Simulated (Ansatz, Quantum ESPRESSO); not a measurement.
# 1T-SiO2, 1 layer in an electric field, part 6 of 6

Wanted: polarisability and gap of 1T-SiO2, 1 layer against a perpendicular field.

Quantum ESPRESSO 7.5; plane-wave DFT, PBEsol, GBRV ultrasoft pseudopotentials; geometry and cross-check by Ansatz 0.2.0 with PAW datasets.

So far. Step 14 (Valence density): The density integrates to 16.000 electrons, as the 16 of the input ask. Step 19 (The same in Ansatz: field 0.1 V/Å): At 0.1 V/Å Ansatz's dipole is 0.0095 e Å against 0.0095 from pw.x, under another functional.

## 22. SCF with pw.x, with K_POINTS = [8, 8, 1]

A sensitivity test on the input.

Level of this step: plane-wave DFT, PBEsol, GBRV ultrasoft pseudopotentials (Quantum ESPRESSO 7.5).

f1.w0.in reads:

```
&control
  prefix = 'f1.w0'
  outdir = './out'
  pseudo_dir = './pseudo'
  calculation = 'scf'
  tprnfor = .true.
  tefield = .true.
  dipfield = .true.
/
&system
  ibrav = 0
  nat = 3
  ntyp = 2
  ecutwfc = 40
  ecutrho = 200
  occupations = 'smearing'
  smearing = 'fd'
  degauss = 0.004
  edir = 3
  emaxpos = 0.97
  eopreg = 0.04
  eamp = 0.00194469
/
&electrons
  conv_thr = 1e-09
  mixing_beta = 0.4
  electron_maxstep = 120
  mixing_mode = 'plain'
/
ATOMIC_SPECIES
  O   15.9990  o_pbesol_v1.2.uspp.F.UPF
  Si  28.0850  si_pbesol_v1.uspp.F.UPF
CELL_PARAMETERS angstrom
  2.69797419724083 0.00000000000000 -0.00000000000000
  -1.34898709862042 2.33651419356549 0.00000000000000
  -0.00000000000000 0.00000000000000 18.85903999990000
ATOMIC_POSITIONS crystal
  O   0.666666666667 0.333333333333 0.451438547694
  Si  0.000000000000 0.000000000000 0.500000008457
  O   0.333333333333 0.666666666667 0.548561443849
K_POINTS automatic
  8 8 1 0 0 0
```

Launch:

```sh
> OMP_NUM_THREADS=1 mpirun -n 2 pw.x -nk 2 -in f1.w0.in > f1.w0.out
```

The program printed:

```text
[banner, memory and clock lines left out]
Program PWSCF v.7.5 starts
[citation notice left out]

[...]
bravais-lattice index     =            0
     lattice parameter (alat)  =       5.0984  a.u.
     unit-cell volume          =     802.2734 (a.u.)^3
     number of atoms/cell      =            3
     number of atomic types    =            2
     number of electrons       =        16.00
     number of Kohn-Sham states=           12
     kinetic-energy cutoff     =      40.0000  Ry
     charge density cutoff     =     200.0000  Ry
     scf convergence threshold =      1.0E-09
     mixing beta               =       0.4000
     number of iterations used =            8  plain     mixing
     Exchange-correlation= SLA  PW   PSX  PSC
                           (   1   4  10   8   0   0   0)

[...]
PseudoPot. # 1 for O  read from file:
     ./pseudo/o_pbesol_v1.2.uspp.F.UPF
     Pseudo is Ultrasoft + core correction, Zval =  6.0
     Generated by new atomic code, or converted to UPF format
     Using radial grid of  737 points,  5 beta functions with:
                l(1) =   0
                l(2) =   0
                l(3) =   1
                l(4) =   1
                l(5) =   2
     Q(r) pseudized with  8 coefficients,  rinner =    0.900   0.900   0.900
                                                       0.900   0.900

     PseudoPot. # 2 for Si read from file:
     ./pseudo/si_pbesol_v1.uspp.F.UPF
     Pseudo is Ultrasoft + core correction, Zval =  4.0
     Generated by new atomic code, or converted to UPF format
     Using radial grid of  899 points,  6 beta functions with:
                l(1) =   0
                l(2) =   0
                l(3) =   1
                l(4) =   1
                l(5) =   2
                l(6) =   2
     Q(r) pseudized with  8 coefficients,  rinner =    0.900   0.900   0.900
                                                       0.900   0.900

     atomic species   valence    mass     pseudopotential
     O                 6.00    15.99900     O ( 1.00)
     Si                4.00    28.08500     Si( 1.00)

     No symmetry found

[...]
number of k points=    34  Fermi-Dirac smearing, width (Ry)=  0.0040
[...]
Dense  grid:    38441 G-vectors     FFT dimensions: (  24,  24, 162)

     Smooth grid:    27377 G-vectors     FFT dimensions: (  24,  24, 144)

     Initial potential from superposition of free atoms

     starting charge      15.9993, renormalised to      16.0000

     negative rho (up, down):  4.013E-04 0.000E+00

     Adding external electric field

     Computed dipole along edir(3) :
        Dipole                0.0000 Ry au,          0.0000 Debye
        Dipole field          0.0000 Ry au,

        E field amplitude [Ha a.u.]:  1.9447E-03
        Potential amp.        0.1331 Ry
        Total length         34.2129 bohr

     Starting wfcs are   12 randomized atomic wfcs

     per-process dynamical memory:    36.1 Mb

     Self-consistent Calculation

     iteration #  1     ecut=    40.00 Ry     beta= 0.40
     Davidson diagonalization with overlap
     ethr =  1.00E-02,  avg # of iterations =  5.7

     negative rho (up, down):  3.865E-04 0.000E+00

     Adding external electric field

     Computed dipole along edir(3) :
        Dipole                0.0166 Ry au,          0.0423 Debye
        Dipole field          0.0003 Ry au,

        E field amplitude [Ha a.u.]:  1.9447E-03
        Potential amp.        0.1152 Ry
        Total length         34.2129 bohr

     total energy              =     -74.18760746 Ry
     estimated scf accuracy    <       0.51525286 Ry

     iteration #  2     ecut=    40.00 Ry     beta= 0.40
[...]
negative rho (up, down):  4.211E-04 0.000E+00

[...]
Dipole                0.0154 Ry au,          0.0391 Debye
[...]
E field amplitude [Ha a.u.]:  1.9447E-03
[...]
total energy              =     -74.29931488 Ry
     estimated scf accuracy    <       0.01914184 Ry

     iteration #  3     ecut=    40.00 Ry     beta= 0.40
[...]
negative rho (up, down):  5.292E-04 0.000E+00

[...]
Dipole                0.0214 Ry au,          0.0545 Debye
[...]
E field amplitude [Ha a.u.]:  1.9447E-03
[...]
total energy              =     -74.29962996 Ry
     estimated scf accuracy    <       0.00637375 Ry

     iteration #  4     ecut=    40.00 Ry     beta= 0.40
[...]
negative rho (up, down):  5.149E-04 0.000E+00

[...]
Dipole                0.0149 Ry au,          0.0378 Debye
[...]
E field amplitude [Ha a.u.]:  1.9447E-03
[...]
total energy              =     -74.30007814 Ry
     estimated scf accuracy    <       0.00088975 Ry

     iteration #  5     ecut=    40.00 Ry     beta= 0.40
[...]
c_bands:  1 eigenvalues not converged
[...]
negative rho (up, down):  5.103E-04 0.000E+00

[...]
Dipole                0.0182 Ry au,          0.0462 Debye
[...]
E field amplitude [Ha a.u.]:  1.9447E-03
[...]
total energy              =     -74.30028510 Ry
     estimated scf accuracy    <       0.00005023 Ry

     iteration #  6     ecut=    40.00 Ry     beta= 0.40
[...]
negative rho (up, down):  5.089E-04 0.000E+00

[...]
Dipole                0.0180 Ry au,          0.0456 Debye
[...]
E field amplitude [Ha a.u.]:  1.9447E-03
[...]
total energy              =     -74.30028303 Ry
     estimated scf accuracy    <       0.00005422 Ry

     iteration #  7     ecut=    40.00 Ry     beta= 0.40
[...]
negative rho (up, down):  5.083E-04 0.000E+00

[...]
Dipole                0.0179 Ry au,          0.0454 Debye
[...]
E field amplitude [Ha a.u.]:  1.9447E-03
[...]
total energy              =     -74.30029670 Ry
     estimated scf accuracy    <       0.00000145 Ry

     iteration #  8     ecut=    40.00 Ry     beta= 0.40
[...]
negative rho (up, down):  5.081E-04 0.000E+00

[...]
Dipole                0.0179 Ry au,          0.0455 Debye
[...]
E field amplitude [Ha a.u.]:  1.9447E-03
[...]
total energy              =     -74.30029671 Ry
     estimated scf accuracy    <       0.00000046 Ry

     iteration #  9     ecut=    40.00 Ry     beta= 0.40
[...]
negative rho (up, down):  5.083E-04 0.000E+00

[...]
Dipole                0.0180 Ry au,          0.0456 Debye
[...]
E field amplitude [Ha a.u.]:  1.9447E-03
[...]
total energy              =     -74.30029669 Ry
     estimated scf accuracy    <       0.00000008 Ry

     iteration # 10     ecut=    40.00 Ry     beta= 0.40
[...]
negative rho (up, down):  5.086E-04 0.000E+00

[...]
Dipole                0.0179 Ry au,          0.0456 Debye
[...]
E field amplitude [Ha a.u.]:  1.9447E-03
[...]
total energy              =     -74.30029672 Ry
     estimated scf accuracy    <       0.00000003 Ry

     iteration # 11     ecut=    40.00 Ry     beta= 0.40
[...]
negative rho (up, down):  5.090E-04 0.000E+00

[...]
Dipole                0.0179 Ry au,          0.0456 Debye
[...]
E field amplitude [Ha a.u.]:  1.9447E-03
[...]
End of self-consistent calculation

          k = 0.0000 0.0000 0.0000 (  3407 PWs)   bands (ev):

   -26.3938 -22.5976  -9.9466  -7.4026  -7.4026  -6.3282  -6.3282  -6.0393
     1.1439   2.7169   2.9076   3.4034

          k = 0.0000 0.1443 0.0000 (  3375 PWs)   bands (ev):

   -26.1226 -22.4908  -9.8579  -8.7428  -7.7744  -7.1161  -6.3091  -5.6269
     2.0230   3.1466   3.5373   3.9256

[...]
the Fermi energy is    -4.1052 ev

!    total energy              =     -74.30029673 Ry
     estimated scf accuracy    <          4.6E-11 Ry
     smearing contrib. (-TS)   =      -0.00000000 Ry
     internal energy E=F+TS    =     -74.30029673 Ry

     The total energy is F=E-TS. E is the sum of the following terms:
     one-electron contribution =    -598.68431659 Ry
     hartree contribution      =     303.13947019 Ry
     xc contribution           =     -19.07618992 Ry
     ewald contribution        =     240.32080428 Ry
     electric field correction =      -0.00006469 Ry

     convergence has been achieved in  11 iterations

     negative rho (up, down):  5.090E-04 0.000E+00

     Forces acting on atoms (cartesian axes, Ry/au):

     atom    1 type  1   force =    -0.00000010   -0.00000009    0.00693944
     atom    2 type  2   force =     0.00000002    0.00000001    0.00318326
     atom    3 type  1   force =     0.00000007    0.00000008   -0.01012270

     Total force =     0.012679     Total SCF correction =     0.000005

[...]
```

Run time: 15 s. Hardware: 2 MPI ranks of Arm Neoverse V2, shared host; peak memory 0.24 GiB; 29 s of CPU time.

The changed values were drawn from a wide range, not chosen for quality; the comparison shows what they did here together.

Beside the run it was changed from:

```csv
quantity,this run,unchanged run,difference
dipole along the normal (e·Å),0.009494,0.009494,0
free energy (eV),-1010.907,-1010.907,3.8e-5
wall time (s),15,24,
SCF iterations,11,7,
```

The free energy moves by +0.013 meV an atom.

This run starts from superposed atoms, the unchanged one from a saved density, so their iteration counts don't compare.

The physical values in this table stay within 0.05 %.

## 23. SCF with pw.x, with ecutwfc = 0.3

One more run, with a changed input.

f1.bad.in reads:

```
&control
  prefix = 'f1.bad'
  outdir = './out'
  pseudo_dir = './pseudo'
  calculation = 'scf'
  tprnfor = .true.
  tefield = .true.
  dipfield = .true.
  ecutwfc = 0.3
/
&system
  ibrav = 0
  nat = 3
  ntyp = 2
  ecutwfc = 40
  ecutrho = 200
  occupations = 'smearing'
  smearing = 'fd'
  degauss = 0.004
  edir = 3
  emaxpos = 0.97
  eopreg = 0.04
  eamp = 0.00194469
/
&electrons
  conv_thr = 1e-09
  mixing_beta = 0.4
  electron_maxstep = 60
  mixing_mode = 'plain'
/
ATOMIC_SPECIES
  O   15.9990  o_pbesol_v1.2.uspp.F.UPF
  Si  28.0850  si_pbesol_v1.uspp.F.UPF
CELL_PARAMETERS angstrom
  2.69797419724083 0.00000000000000 -0.00000000000000
  -1.34898709862042 2.33651419356549 0.00000000000000
  -0.00000000000000 0.00000000000000 18.85903999990000
ATOMIC_POSITIONS crystal
  O   0.666666666667 0.333333333333 0.451438547694
  Si  0.000000000000 0.000000000000 0.500000008457
  O   0.333333333333 0.666666666667 0.548561443849
K_POINTS automatic
  12 12 1 0 0 0
```

Launch:

```sh
> OMP_NUM_THREADS=1 mpirun -n 2 pw.x -nk 2 -in f1.bad.in > f1.bad.out
```

The program printed:

```text
[banner, memory and clock lines left out]
Program PWSCF v.7.5 starts

          URL

 %%%%%%%%%%%%%%%%%%%%%%%%%%%%%%%%%%%%%%%%%%%%%%%%%%%%%%%%%%%%%%%%%%%%%%%%%%%%%%
     Error in routine  read_namelists (1):
      bad line in namelist &control: "  ecutwfc = 0.3" (error could be in the previous line)
 %%%%%%%%%%%%%%%%%%%%%%%%%%%%%%%%%%%%%%%%%%%%%%%%%%%%%%%%%%%%%%%%%%%%%%%%%%%%%%

     stopping ...
[the rest left out]
```

The job ended after 0.75 s (2 MPI ranks; peak memory 0.1 GiB).

The program refused the input before any cycle.

The program's message: “Error in routine  read_namelists (1): bad line in namelist &control: "  ecutwfc = 0.3" (error could be in the previous line)”

The change that led to it: control.ecutwfc = 0.3.

The message: “read_namelists (1): bad line in namelist &control: " ecutwfc = 0.3" (error could be in the previous line)”. The key doesn't belong in &control, and its own namelist already sets it; the stray line has to go.

## 24. By hand

α = Δp/E = (0.00949 − (0.00000)) e Å / 0.1 V/Å = 0.0949 e Å²/V; times e/(4πε₀) = 14.40 V Å this is 1.367 Å³. With A = 6.304 Å², 4πα/A = 2.725 Å.

## 25. Summary of results

| Item | Value |
| --- | --- |
| polarisability along the normal, a cell | 1.37 Å³ |
| sheet polarisability 4πα/A | 2.73 Å |
| dipole without a field | 0 e·Å |
| Kohn-Sham ionisation potential, upper face | 9.00 eV |
| gap along the path at 0 V/Å | 6.60 eV |
| gap along the path at 0.2 V/Å | 6.58 eV |
| gap along the path at -0.2 V/Å | 6.58 eV |

What this shows: The sheet answers a field with a polarisability of 1.37 Å³ a cell, or 4πα/A = 2.73 Å (PBEsol, GBRV ultrasoft). In pw.x the dipole follows the field linearly over the range tried. A perfect conductor 2.73 Å thick would screen alike; the outer atoms lie 1.83 Å apart. At 0.1 V/Å the sheet takes 0.273 eV off the potential drop. At 0.2 V/Å the gap along the path goes from 6.60 to 6.58 eV. Quantum ESPRESSO and Ansatz give 1.367 and 1.365 Å³ for the polarisability (pw.x from 0 and 0.1 V/Å, Ansatz from ±0.1 V/Å, under PBE), which agree. The ions stay at their zero-field places, so this is the electrons' response alone. Semilocal gaps are too small, and in strong fields empty levels can belong to the vacuum.

[Logs are printed without paths, hosts, clocks, repeated set-up lines and the standing remarks that a program may print on its own settings, such as how far it seeks lower states.]

[Hosts, paths, dates, database ids (printed as entryN), source tags and the programs' standing remarks are cut or masked in the printed files.]

[Maps of the electrostatic potential energy from Ansatz leave out the sawtooth potential of an applied field or a dipole correction, so their vacuum need not be flat; planar profiles and work functions include it.]
